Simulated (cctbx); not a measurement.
**Diagnosing a refinement**

Cell a = 4.0970 Å, b = 15.9250 Å, c = 27.2160 Å, α = 90.00°, β = 90.00°, γ = 90.00°; space group Cmcm (no. 63).

Simulated single-crystal data (cctbx): Mo Kα, λ = 0.71073 Å, to d = 0.8 Å, 50 % of the full sphere, strongest reflection 40000 counts, noise from counting, a 2 % proportional error and a noise floor of 2 counts (s.d.); no absorption, and some extinction, which the refinements don't model.

An anisotropic refinement with weights 1/σ² prints:

```text
Rint 0.028, 1031 unique reflections to 0.80 A
cycle     R1     wR2    GooF  max shift (A)
   1  0.1051  0.2267   7.594   0.02025
   2  0.1042  0.2197   7.362   0.00034
final R1 0.1042 wR2 0.2197 GooF 7.362  parameters 78  data/parameter 13.2
atom        x        y        z      Ueq    occ   su(xyz)  su(Uiso or U11)
Gd1    0.50000  0.11337  0.25000   0.0046  1.000  0.00014  0.0010
Gd2    0.00000  0.16782  0.86494   0.0056  1.000  0.00010  0.0008
Ga1    0.50000  0.03279  0.89989   0.0073  1.000  0.00023  0.0017
Ga2    0.50000  0.30940  0.25000   0.0086  1.000  0.00033  0.0024
Ni1    0.50000  0.45958  0.25000   0.0066  1.000  0.00038  0.0027
Ni2    0.00000  0.34141  0.45764   0.0089  1.000  0.00026  0.0020
Ni3    0.00000  0.05347  0.41709   0.0064  1.000  0.00026  0.0019
Al1    0.00000  0.07003  0.97315   0.0150  1.000  0.00072  0.0053
Al2    0.00000  0.23146  0.97030   0.0108  1.000  0.00065  0.0046
Al3    0.00000  0.03473  0.32601   0.0085  1.000  0.00067  0.0046
Al4    0.00000  0.40893  0.96362   0.0145  1.000  0.00072  0.0054
Al5    0.50000  0.07482  0.79842   0.0149  1.000  0.00071  0.0058
Al6    0.00000  0.36996  0.86400   0.0067  1.000  0.00059  0.0047
Al7    0.00000  0.22203  0.30501   0.0110  1.000  0.00067  0.0050
difference map: max 37.98 min -2.39 rms 1.09
Q1    0.0000  0.2090  0.0862    8   39.58  2.42 A from Ni2
Q2    0.0000  0.3873  0.7500    4    7.36  0.01 A from Gd1
Q3    0.0000  0.1659  0.6330    8    6.83  0.06 A from Gd2
Q4    0.0000  0.1983  0.7500    4    4.08  0.12 A from Ga2
Q5    0.0000  0.2393  0.1967    8    3.05  0.28 A from Al7
Q6    0.0000  0.4743  0.1134    8    2.88  0.38 A from Ga1
```

Q: Accept it or mend it, and why?

Mend it. The fault: an atom left out, Al at (0, 0.2086, 0.4137). Against the right model at the same level, R1 goes from 0.0133 to 0.1042 and GooF from 0.97 to 7.36 and the top difference peak, 39.6 e/Å³, lies 2.42 Å from Ni2. Q1 is the missing atom. With scattering power missing, scale and phases suffer, so peaks may also grow on the heavy atoms.

The compound is Gd3Al16Ga3Ni5. The right model at the same level gives:

```text
Rint 0.028, 1031 unique reflections to 0.80 A
cycle     R1     wR2    GooF  max shift (A)
   1  0.0136  0.0296   0.994   0.00030
   2  0.0133  0.0290   0.974   0.00000
final R1 0.0133 wR2 0.0290 GooF 0.974  parameters 84  data/parameter 12.3
atom        x        y        z      Ueq    occ   su(xyz)  su(Uiso or U11)
Gd1    0.50000  0.11341  0.25000   0.0053  1.000  0.00002  0.0001
Gd2    0.00000  0.16779  0.86501   0.0064  1.000  0.00001  0.0001
Ga1    0.50000  0.03260  0.89981   0.0092  1.000  0.00003  0.0002
Ga2    0.50000  0.30898  0.25000   0.0088  1.000  0.00004  0.0003
Ni1    0.50000  0.46000  0.25000   0.0074  1.000  0.00005  0.0004
Ni2    0.00000  0.34141  0.45778   0.0088  1.000  0.00003  0.0003
Ni3    0.00000  0.05301  0.41719   0.0078  1.000  0.00003  0.0003
Al1    0.00000  0.07016  0.97273   0.0124  1.000  0.00009  0.0006
Al2    0.00000  0.23124  0.96997   0.0116  1.000  0.00009  0.0006
Al3    0.00000  0.03482  0.32592   0.0109  1.000  0.00009  0.0007
Al4    0.00000  0.20851  0.41370   0.0112  1.000  0.00008  0.0006
Al5    0.00000  0.41020  0.96366   0.0118  1.000  0.00009  0.0007
Al6    0.50000  0.07484  0.79821   0.0127  1.000  0.00009  0.0007
Al7    0.00000  0.37039  0.86425   0.0095  1.000  0.00008  0.0006
Al8    0.00000  0.22327  0.30478   0.0110  1.000  0.00009  0.0007
difference map: max 0.75 min -0.63 rms 0.15
Q1    0.2001  0.2477  0.7500    8    0.76  1.22 A from Ga2
Q2    0.0000  0.1098  0.7056    8    0.72  1.64 A from Ni1
Q3    0.0000  0.1375  0.0254    8    0.68  1.79 A from Al1
Q4    0.0000  0.0371  0.0476    8    0.59  0.99 A from Ni3
Q5    0.1402  0.2660  0.5385   16    0.52  0.83 A from Al2
Q6    0.0000  0.3870  0.0199    8    0.50  0.95 A from Ni2
```

The model is made up (kin elements in a known structure type, no relaxation), so it says nothing on whether the phase exists.

[Middle refinement cycles are left out of these outputs.]

[Logs are printed without paths, hosts, clocks, repeated set-up lines and the standing remarks that a program may print on its own settings, such as how far it seeks lower states.]
